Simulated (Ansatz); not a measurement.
# Decaying states in the gap of KLaCl2F2

A new crystal, KLaCl2F2: structure, gap and complex bands. It is built by putting Cl for part of the F in the KLaF4 structure of space group P4/mmm, with the volume rescaled by atomic radii. The parent structure comes from the Materials Project.

Method: PBE DFT, plane waves, PAW files, in the first sound run; inputs show where later runs differ, in Ansatz 0.2.0.

The structure was built from a prototype and need not be the compound's stable phase.

## 1. The structure

Symmetry: Pmmm, No. 47, orthorhombic system. The conventional cell has a = 4.320 Å, b = 4.320 Å, c = 6.525 Å, α = 90.00°, β = 90.00°, γ = 90.00°. Nearest to K lie 4 Cl at 2.84 Å and 4 F at 2.84 Å. Nearest to La lie 4 F at 2.58 Å and 4 Cl at 2.58 Å. Nearest to F lie 2 La at 2.58 Å and 2 K at 2.84 Å. Nearest to Cl lie 2 La at 2.58 Å and 2 K at 2.84 Å. It derives from KLaF4. Cl for part of the F in the KLaF4 structure of space group P4/mmm. Farther neighbours and most contacts between anions are not listed.

## 2. Relaxing the new crystal

The substituted atoms don't fit the parent's cell, so cell and atoms relax together. A small smearing keeps the run stable in case the gap closes on the way.

input.yaml

```yaml
crystal:
  lattice:
    - [4.3196513589, 0.0, 0.0]
    - [0.0, 4.3196513589, 0.0]
    - [0.0, 0.0, 6.5254550891]
  atoms:
    - { symbol: K, position: [0.0, 0.0, 0.0] }
    - { symbol: La, position: [0.5, 0.5, 0.5] }
    - { symbol: F, position: [0.5, 0.0, 0.71639365] }
    - { symbol: Cl, position: [0.0, 0.5, 0.28360635] }
    - { symbol: F, position: [0.5, 0.0, 0.28360635] }
    - { symbol: Cl, position: [0.0, 0.5, 0.71639365] }
kpoints:
  mp_grid: { grid: [6, 6, 4] }
scf:
  occupations: { method: gaussian, width: 0.03 }
hamiltonian:
  xc: pbe
output:
  forces: true
  stress: true
relax:
  f_tol: 0.02
  max_steps: 60
  cell: {}
```

On the command line:

```console
> ansatz run input.yaml --threads 2 --pin off --max-ram 4096MiB --backend cpu --events-out ev --progress --plain --runs-dir out
```

Numbers of over 12 decimals in the logs are rounded to 6 here.

Output:

```text
Engine: ansatz 0.2.0, aarch64-unknown-linux-gnu
Pseudopotentials: kind: paw
Pseudopotential: K, paw, valence charge 9, recommended cutoff 420 eV (normal), K.paw.azcp
Pseudopotential: La, paw, valence charge 11, recommended cutoff 420 eV (normal), La.paw.azcp
Pseudopotential: F, paw, valence charge 7, recommended cutoff 420 eV (normal), F.paw.azcp
Pseudopotential: Cl, paw, valence charge 7, recommended cutoff 420 eV (normal), Cl.paw.azcp
Functional definition: PBE
  parameter kappa = 0.804
  parameter beta = 0.066725
  exchange = pbe_x(kappa = kappa, mu = beta*pi^2/3)
  correlation = pbe_c(beta = beta)
Crystal: 6 atoms, lattice volume = 121.761 Å³
Basis set: ecut = 420 eV, 2373 PW (Γ), exchange–correlation on 60×60×90 points (8 copies of the dense FFT grid, shifted against one another)
Bands: 30, of which v1, the nominal top of the filled ones, is band 24 counted from 1 (23 counted from 0)
Symmetry: 8 space group operations
Space group: Pmmm (ITA 47), of the structure as read, at distance tolerance 5.0e-5 Å
k-points: 48 of 144
Non-local potential: K, projectors of the file, l = 0: 3, l = 1: 2, l = 2: 2
Non-local potential: La, projectors of the file, l = 0: 3, l = 1: 2, l = 2: 2, l = 3: 3
Non-local potential: F, projectors of the file, l = 0: 2, l = 1: 2, l = 2: 1
Non-local potential: Cl, projectors of the file, l = 0: 2, l = 1: 2, l = 2: 2
PAW form: soft (Blöchl's): semilocal exchange-correlation on the pseudo side does not see the compensation charge
PAW one-centre angular grid: K, 110 points (default); XC on 64 Gauss nodes
PAW one-centre angular grid: La, 590 points (default); XC on 64 Gauss nodes
PAW one-centre angular grid: F, 110 points (default); XC on 64 Gauss nodes
PAW one-centre angular grid: Cl, 110 points (default); XC on 64 Gauss nodes
Initial density: superposition of atomic densities (neutral atoms: chi_scale 0, normalization atom), corrected by the library's trained network
Initial wavefunctions: pseudopotential atomic-orbital guess
Functional: x = pbe(κ = 0.804, μ = 0.219515), c = pbe(β = 0.066725)
SCF iter   1: F=—  HF=-11573.892497 eV  |F-HF|=—  |Δ(HF+E_count)|=         —  Δρ=1.89e-3  dr2=3.82e-3  ethr=1.77e-3  ⟨swp⟩=6.2  Hψ=6342  notcnv=0
preconditioner: auto → Resta (q_TF=auto, 2.336 Å⁻¹)  ε∞=4.1  [insulator: Δε(μ)=5.103 eV  Ē_g=12.617 eV  σ=0.030 eV  W_gap=1.00  n_scr=28 (ndim 8)  ℏωp=22.3 eV  f_vac=0.116  D(μ)=0.00/eV (n_scr^D=0)  ε∞_Penn≈4.1]
SCF iter   2: F=—  HF=-11573.891689 eV  |F-HF|=—  |Δ(HF+E_count)|=   8.09e-4  Δρ=1.01e-3  dr2=9.16e-4  ethr=7.97e-6  ⟨swp⟩=2.0  Hψ=3228  notcnv=0  defer=37
SCF iter   3: F=—  HF=-11573.892459 eV  |F-HF|=—  |Δ(HF+E_count)|=   7.70e-4  Δρ=2.17e-4  dr2=7.34e-5  ethr=1.91e-6  ⟨swp⟩=2.0  Hψ=2357  notcnv=0  defer=37
SCF iter   4: F=—  HF=-11573.892676 eV  |F-HF|=—  |Δ(HF+E_count)|=   2.18e-4  Δρ=9.09e-5  dr2=1.31e-5  ethr=1.53e-7  ⟨swp⟩=2.0  Hψ=2243  notcnv=0  defer=37
SCF iter   5: F=—  HF=-11573.892697 eV  |F-HF|=—  |Δ(HF+E_count)|=   2.11e-5  Δρ=1.17e-4  dr2=1.03e-5  ethr=2.72e-8  ⟨swp⟩=2.0  Hψ=2455  notcnv=0  defer=37
SCF iter   6: F=—  HF=-11573.892697 eV  |F-HF|=—  |Δ(HF+E_count)|=   5.06e-7  Δρ=1.59e-5  dr2=2.60e-7  ethr=2.14e-8  ⟨swp⟩=2.0  Hψ=2440  notcnv=0  defer=36
SCF iter   7: F=-11573.892697 eV  HF=-11573.892697 eV  |F-HF|=1.31e-10  |Δ(HF+E_count)|=   1.76e-7  Δρ=2.09e-6  dr2=1.01e-8  ethr=2.08e-10  ⟨swp⟩=4.0  Hψ=5088  notcnv=0
SCF 1 converged in 7 iterations: F = -11573.892697 eV  dr2 = 1.01e-8
  greatest PAW one-centre occupation: 0.988 electrons in one spin orbital (limit 2), on the K atom at site 0 (counted from 0), in its partial waves of l = 0
relax step   1: F+E_penalty+E_count = -11573.89269711 eV  Δ(F+E_penalty+E_count) = +0.000e0 eV  max|allowed force component| = 2.768e0 eV/Å  Δτ_max = 0.0000 Å  P = +12.815 GPa  Ω = 121.761 Å³  (7 SCF iters, dr2 threshold 1.00e-7 eV, accepted)
Crystal: 6 atoms, lattice volume = 133.072 Å³
Basis set: ecut = 420 eV, 2627 PW (Γ), exchange–correlation on 60×60×90 points (8 copies of the dense FFT grid, shifted against one another)
Initial density: handed on by an earlier stage of this run
Initial wavefunctions: those handed on with the density
iter 1 solved again at ethr=7.80e-4 eV; its pass at ethr=3.10e-3 eV (dr2=3.74e-1 eV) is discarded
SCF iter   1: F=—  HF=-11575.124409 eV  |F-HF|=—  |Δ(HF+E_count)|=         —  Δρ=1.13e-2  dr2=3.76e-1  ethr=7.80e-4  ⟨swp⟩=1.0  Hψ=9795  notcnv=0
preconditioner: auto → Resta (q_TF=auto, 2.302 Å⁻¹)  ε∞=3.9  [insulator: Δε(μ)=5.346 eV  Ē_g=12.442 eV  σ=0.030 eV  W_gap=1.00  n_scr=28 (ndim 8)  ℏωp=21.4 eV  f_vac=0.138  D(μ)=0.00/eV (n_scr^D=0)  ε∞_Penn≈3.9]
SCF iter   2: F=—  HF=-11575.024831 eV  |F-HF|=—  |Δ(HF+E_count)|=   9.96e-2  Δρ=5.88e-3  dr2=5.73e-2  ethr=7.80e-4  ⟨swp⟩=3.8  Hψ=2753  notcnv=0
SCF iter   3: F=—  HF=-11575.009305 eV  |F-HF|=—  |Δ(HF+E_count)|=   1.55e-2  Δρ=2.79e-3  dr2=1.23e-2  ethr=1.19e-4  ⟨swp⟩=3.4  Hψ=3128  notcnv=0  defer=3
SCF iter   4: F=—  HF=-11575.006746 eV  |F-HF|=—  |Δ(HF+E_count)|=   2.56e-3  Δρ=9.89e-4  dr2=1.59e-3  ethr=2.57e-5  ⟨swp⟩=2.4  Hψ=2734  notcnv=0  defer=4
SCF iter   5: F=—  HF=-11575.006812 eV  |F-HF|=—  |Δ(HF+E_count)|=   6.63e-5  Δρ=2.23e-4  dr2=1.22e-4  ethr=3.30e-6  ⟨swp⟩=2.1  Hψ=2802  notcnv=0  defer=4
SCF iter   6: F=—  HF=-11575.007395 eV  |F-HF|=—  |Δ(HF+E_count)|=   5.83e-4  Δρ=6.18e-5  dr2=9.52e-6  ethr=2.54e-7  ⟨swp⟩=2.0  Hψ=2307  notcnv=0  defer=4
SCF iter   7: F=-11575.007412 eV  HF=-11575.007411 eV  |F-HF|=1.28e-6  |Δ(HF+E_count)|=   1.57e-5  Δρ=1.67e-5  dr2=4.76e-7  ethr=1.25e-9  ⟨swp⟩=3.8  Hψ=6288  notcnv=0
SCF 2 converged in 7 iterations: F = -11575.007412 eV  dr2 = 4.76e-7
relax step   2: F+E_penalty+E_count = -11575.00741188 eV  Δ(F+E_penalty+E_count) = -1.115e0 eV  max|allowed force component| = 6.400e-1 eV/Å  Δτ_max = 0.1621 Å  P = +3.107 GPa  Ω = 133.072 Å³  energy of the carried Pulay correction = -1.305e-2 eV  (7 SCF iters, dr2 threshold 6.00e-7 eV, accepted)
Crystal: 6 atoms, lattice volume = 140.868 Å³
Basis set: ecut = 420 eV, 2759 PW (Γ), exchange–correlation on 60×60×90 points (8 copies of the dense FFT grid, shifted against one another)
iter 1 solved again at ethr=7.77e-4 eV; its pass at ethr=3.10e-3 eV (dr2=3.73e-1 eV) is discarded
SCF iter   1: F=—  HF=-11575.415172 eV  |F-HF|=—  |Δ(HF+E_count)|=         —  Δρ=2.05e-2  dr2=3.77e-1  ethr=7.77e-4  ⟨swp⟩=1.0  Hψ=9137  notcnv=0
preconditioner: auto → Resta (q_TF=auto, 2.280 Å⁻¹)  ε∞=4.0  [insulator: Δε(μ)=4.867 eV  Ē_g=12.047 eV  σ=0.030 eV  W_gap=1.00  n_scr=32 (ndim 8)  ℏωp=20.8 eV  f_vac=0.152  D(μ)=0.00/eV (n_scr^D=0)  ε∞_Penn≈4.0]
[...]
[... from here on, the SCF cycles and remarks between the steps are left out ...]
relax step   4: F+E_penalty+E_count = -11575.42717971 eV  Δ(F+E_penalty+E_count) = -1.551e-1 eV  max|allowed force component| = 1.197e-1 eV/Å  Δτ_max = 0.0567 Å  P = +0.948 GPa  Ω = 144.040 Å³  energy of the carried Pulay correction = -2.465e-2 eV  (7 SCF iters, dr2 threshold 6.00e-7 eV, accepted)
relax step   5: F+E_penalty+E_count = -11575.44067555 eV  Δ(F+E_penalty+E_count) = -1.350e-2 eV  max|allowed force component| = 6.470e-2 eV/Å  Δτ_max = 0.0163 Å  P = +0.002 GPa  Ω = 146.360 Å³  energy of the carried Pulay correction = -2.699e-2 eV  (6 SCF iters, dr2 threshold 6.00e-7 eV, accepted)
relax step   6: F+E_penalty+E_count = -11575.44151677 eV  Δ(F+E_penalty+E_count) = -8.412e-4 eV  max|allowed force component| = 1.732e-2 eV/Å  Δτ_max = 0.0059 Å  P = +0.067 GPa  Ω = 146.247 Å³  energy of the carried Pulay correction = -2.687e-2 eV  (5 SCF iters, dr2 threshold 2.62e-7 eV, accepted)
relax step   7: F+E_penalty+E_count = -11575.44145916 eV  Δ(F+E_penalty+E_count) = +5.761e-5 eV  max|allowed force component| = 4.267e-3 eV/Å  Δτ_max = 0.0032 Å  P = -0.019 GPa  Ω = 146.383 Å³  energy of the carried Pulay correction = -2.701e-2 eV  (5 SCF iters, dr2 threshold 1.73e-8 eV, accepted)
relax step   8: F+E_penalty+E_count = -11575.61419385 eV  Δ(F+E_penalty+E_count) = -1.727e-1 eV  max|allowed force component| = 8.727e-3 eV/Å  Δτ_max = 0.0000 Å  P = +1.588 GPa  Ω = 146.383 Å³  stress off target by 2.23e0 GPa  SCF on the basis re-selected at this cell (its energy is not comparable with the rows above)  (8 SCF iters)
relax step   9: F+E_penalty+E_count = -11575.66748451 eV  Δ(F+E_penalty+E_count) = -5.329e-2 eV  max|allowed force component| = 6.317e-2 eV/Å  Δτ_max = 0.0344 Å  P = +0.723 GPa  Ω = 151.763 Å³  energy of the carried Pulay correction = -6.733e-3 eV  (6 SCF iters, dr2 threshold 6.00e-7 eV, accepted)
relax step  10: F+E_penalty+E_count = -11575.65512856 eV  Δ(F+E_penalty+E_count) = +1.236e-2 eV  max|allowed force component| = 4.156e-2 eV/Å  Δτ_max = 0.0293 Å  P = -0.670 GPa  Ω = 158.996 Å³  energy of the carried Pulay correction = -1.950e-2 eV  (7 SCF iters, dr2 threshold 6.00e-7 eV, accepted)
relax step  11: F+E_penalty+E_count = -11575.67196371 eV  Δ(F+E_penalty+E_count) = -1.684e-2 eV  max|allowed force component| = 4.717e-3 eV/Å  Δτ_max = 0.0182 Å  P = -0.017 GPa  Ω = 155.405 Å³  energy of the carried Pulay correction = -1.255e-2 eV  (6 SCF iters, dr2 threshold 6.00e-7 eV, accepted)
relax step  12: F+E_penalty+E_count = -11575.67202411 eV  Δ(F+E_penalty+E_count) = -6.039e-5 eV  max|allowed force component| = 2.044e-3 eV/Å  Δτ_max = 0.0008 Å  P = -0.004 GPa  Ω = 155.383 Å³  energy of the carried Pulay correction = -1.252e-2 eV  (6 SCF iters, dr2 threshold 7.35e-9 eV, accepted)
relax step  13: F+E_penalty+E_count = -11575.68963444 eV  Δ(F+E_penalty+E_count) = -1.761e-2 eV  max|allowed force component| = 2.124e-3 eV/Å  Δτ_max = 0.0000 Å  P = +0.081 GPa  Ω = 155.383 Å³  stress off target by 1.84e-1 GPa  SCF on the basis re-selected at this cell (its energy is not comparable with the rows above)  (7 SCF iters)
relax step  14: F+E_penalty+E_count = -11575.68958373 eV  Δ(F+E_penalty+E_count) = +5.071e-5 eV  max|allowed force component| = 1.012e-3 eV/Å  Δτ_max = 0.0035 Å  P = +0.017 GPa  Ω = 155.984 Å³  energy of the carried Pulay correction = -6.172e-4 eV  (6 SCF iters, dr2 threshold 8.50e-8 eV, accepted)
iter 1 solved again at ethr=5.19e-7 eV; its pass at ethr=3.10e-3 eV (dr2=2.49e-4 eV) is discarded
SCF iter   1: F=—  HF=-11575.690309 eV  |F-HF|=—  |Δ(HF+E_count)|=         —  Δρ=2.78e-5  dr2=1.65e-7  ethr=5.19e-7  ⟨swp⟩=3.0  Hψ=9817  notcnv=0
eigensolver tolerance schedule: the retry pair's looser diagonalisation over-reported the residual by 1505.73 of it (diagonalisation noise at 0.34 of the residual, at the tolerance the schedule requests for it); recorded, not acted on — ethr = c·dr2/N_el stays at c = 1.0e-1
preconditioner: auto → Resta (q_TF=auto, 2.242 Å⁻¹)  ε∞=3.7  [insulator: Δε(μ)=4.543 eV  Ē_g=11.915 eV  σ=0.030 eV  W_gap=1.00  n_scr=32 (ndim 8)  ℏωp=19.7 eV  f_vac=0.181  D(μ)=0.00/eV (n_scr^D=0)  ε∞_Penn≈3.7]
SCF iter   2: F=—  HF=-11575.690211 eV  |F-HF|=—  |Δ(HF+E_count)|=   9.78e-5  Δρ=1.29e-5  dr2=5.70e-8  ethr=3.45e-10  ⟨swp⟩=2.3  Hψ=2608  notcnv=0
SCF iter   3: F=—  HF=-11575.690212 eV  |F-HF|=—  |Δ(HF+E_count)|=   1.30e-6  Δρ=5.92e-6  dr2=7.90e-9  ethr=1.19e-10  ⟨swp⟩=2.0  Hψ=2104  notcnv=0
SCF iter   4: F=—  HF=-11575.690213 eV  |F-HF|=—  |Δ(HF+E_count)|=   2.75e-7  Δρ=3.45e-7  dr2=3.07e-10  ethr=1.65e-11  ⟨swp⟩=2.0  Hψ=2422  notcnv=0
SCF iter   5: F=-11575.690213 eV  HF=-11575.690213 eV  |F-HF|=5.09e-11  |Δ(HF+E_count)|=  3.69e-10  Δρ=1.36e-7  dr2=5.74e-11  ethr=1.00e-12  ⟨swp⟩=4.1  Hψ=5095  notcnv=0
SCF 15 converged in 5 iterations: F = -11575.690213 eV  dr2 = 5.74e-11
relax step  15: F+E_penalty+E_count = -11575.69021275 eV  Δ(F+E_penalty+E_count) = -6.290e-4 eV  max|allowed force component| = 1.019e-3 eV/Å  Δτ_max = 0.0000 Å  P = +0.019 GPa  Ω = 155.984 Å³  stress off target by 4.02e-2 GPa  SCF on the basis re-selected at this cell (its energy is not comparable with the rows above)  (5 SCF iters)
basis re-selected at this cell: Δ(F+E_penalty+E_count) = -6.290e-4 eV, ΔP = +0.003 GPa vs the last step (what re-selecting the basis moved, of the pressure what is left beyond the Pulay correction that the steps carried, after the strain that the cell walked since its last selection, with what the two solves' SCF thresholds leave and, on support functions, any second-order correction that the steps lacked; it is no m [...]
SCF converged after 5 iterations
Free energy (F): -11575.690213 eV
Harris-Foulkes:  -11575.690213 eV  (|F-HF|=5.09e-11)
Internal energy: -11575.690213 eV  (E = F + TS)
E sigma→0 (E₀):  -11575.690213 eV
Fermi energy:    4.396005 eV
--- Per-component energies (eV) ---
  E_band       = -329.462884
  E_kinetic    = 1180.545579
  E_local      = -3317.185709  (includes V_loc(G=0)·N_el)
  E_nonlocal   = 312.295065
  E_hartree    = 1238.240169
  E_xc         = -649.741386
  E_vxc        = -762.646484  (∫ρ·V_xc dr)
  E_paw        = -7918.229003  (= ΣΔE_a)
  E_vpaw       = -218.956059  (= ΣTr[D̂ρ^β])
  E_aug_tail   = 0.004295  (compensation charges beyond the density's cutoff)
  E_ewald      = -2421.619223
  E_smearing   = -0.000000  (= −TS)
  E_closure    = 0.000000  (closes the sum)
  Σ components = -11575.690213   (vs F -11575.690213, Δ=0.00e0)
--- Forces (eV/Å), atoms counted from 1 ---
  atom   1  K      0.00000000     0.00000000     0.00000000
  atom   2  La    -0.00000000     0.00000000     0.00000000
  atom   3  F     -0.00000000    -0.00000000     0.00008508
  atom   4  Cl     0.00000000    -0.00000000    -0.00101869
  atom   5  F      0.00000000     0.00000000    -0.00008508
  atom   6  Cl    -0.00000000     0.00000000     0.00101869
  max |Σ_I F_I| component: 4.46e-29 eV/Å
--- Stress (GPa, compression-positive) ---
        0.023515       0.000000       0.000000
        0.000000      -0.005510       0.000000
        0.000000       0.000000       0.040240
  P = ⅓ Tr σ = 0.0194 GPa (0.194 kbar)
--- Relaxed structure (12 steps of the walk, 12 accepted, 3 SCFs on fresh bases) ---
  F+E_penalty+E_count = -11575.69021275 eV   max|allowed force component| = 1.019e-3 eV/Å   (the final SCF, on the basis selected at the relaxed cell)
  cell:  # Å, volume = 155.9839 Å³
    - [4.982725, 0.0, 0.0]
    - [0.0, 4.076881, 0.0]
    - [0.0, 0.0, 7.678649]
  atoms:
    - { symbol: K, position: [0, 0, 3.766059057559803e-19] }
    - { symbol: La, position: [0.5, 0.500000, 0.5] }
    - { symbol: F, position: [0.5, 0, 0.670281] }
    - { symbol: Cl, position: [0, 0.500000, 0.283795] }
    - { symbol: F, position: [0.5, 0, 0.329719] }
    - { symbol: Cl, position: [0, 0.500000, 0.716205] }
```

Elapsed: 73 s, on 2 threads of Arm Neoverse V2, shared host; peak memory 0.54 GiB.

Relaxation path:

| step | energy less that of the first step (eV) | largest force component (eV/Å) | pressure (GPa) | volume (Å³) |
| --- | --- | --- | --- | --- |
| 1 | 0.0000 | 2.7676 | 12.81 | 121.76 |
| 2 | -1.1147 | 0.6400 | 3.11 | 133.07 |
| 3 | -1.3794 | 0.3231 | 1.72 | 140.87 |
| 4 | -1.5345 | 0.1197 | 0.95 | 144.04 |
| 5 | -1.5480 | 0.0647 | 0.00 | 146.36 |
| 6 | -1.5488 | 0.0173 | 0.07 | 146.25 |
| 7 | -1.5488 | 0.0043 | -0.02 | 146.38 |
| 8* | -1.7215 | 0.0087 | 1.59 | 146.38 |
| 9 | -1.7748 | 0.0632 | 0.72 | 151.76 |
| 10 | -1.7624 | 0.0416 | -0.67 | 159.00 |
| 11 | -1.7793 | 0.0047 | -0.02 | 155.40 |
| 12 | -1.7793 | 0.0020 | 0.00 | 155.38 |
| 13* | -1.7969 | 0.0021 | 0.08 | 155.38 |
| 14 | -1.7969 | 0.0010 | 0.02 | 155.98 |
| 15* | -1.7975 | 0.0010 | 0.02 | 155.98 |

Relaxation steps marked * repeat the geometry before them on a plane-wave basis chosen anew for their cell, so energy and pressure can jump there.

Forces are held to the 8 operations that the run works with; a distortion that breaks them can't arise in this run.

| cell as run | before | after | change |
| --- | --- | --- | --- |
| a (Å) | 4.320 | 4.983 | +15.4 % |
| b (Å) | 4.320 | 4.077 | -5.6 % |
| c (Å) | 6.525 | 7.679 | +17.7 % |
| volume (Å³/atom) | 20.29 | 26.00 | +28.1 % |

The atoms that moved most (Å, as changes of fractional coordinates times the final cell):

```csv
atom,dx,dy,dz,length
F5,0.000,0.000,0.354,0.354
F3,0.000,0.000,-0.354,0.354
```

The relaxed structure:

```xyz
6
Lattice="4.9827 0.0000 0.0000 0.0000 4.0769 0.0000 0.0000 0.0000 7.6786" Properties=species:S:1:pos:R:3 pbc="T T T"
K     0.0000    0.0000    0.0000
La    2.4914    2.0384    3.8393
F     2.4914    0.0000    5.1469
Cl    0.0000    2.0384    2.1792
F     2.4914    0.0000    2.5318
Cl    0.0000    2.0384    5.4995
```

This step gave:

```
free energy  : -11575.6902 eV
Fermi energy : 4.396 eV
pressure     : 0.01941 GPa
```

The largest force component on a free atom ends at 0.0010 eV/Å.

(Part 1 of 3 ends here.)

[Logs are printed without paths, hosts, clocks, repeated set-up lines and the standing remarks that a program may print on its own settings, such as how far it seeks lower states.]

[Hosts, paths, dates, database ids (printed as entryN), source tags and the programs' standing remarks are cut or masked in the printed files.]
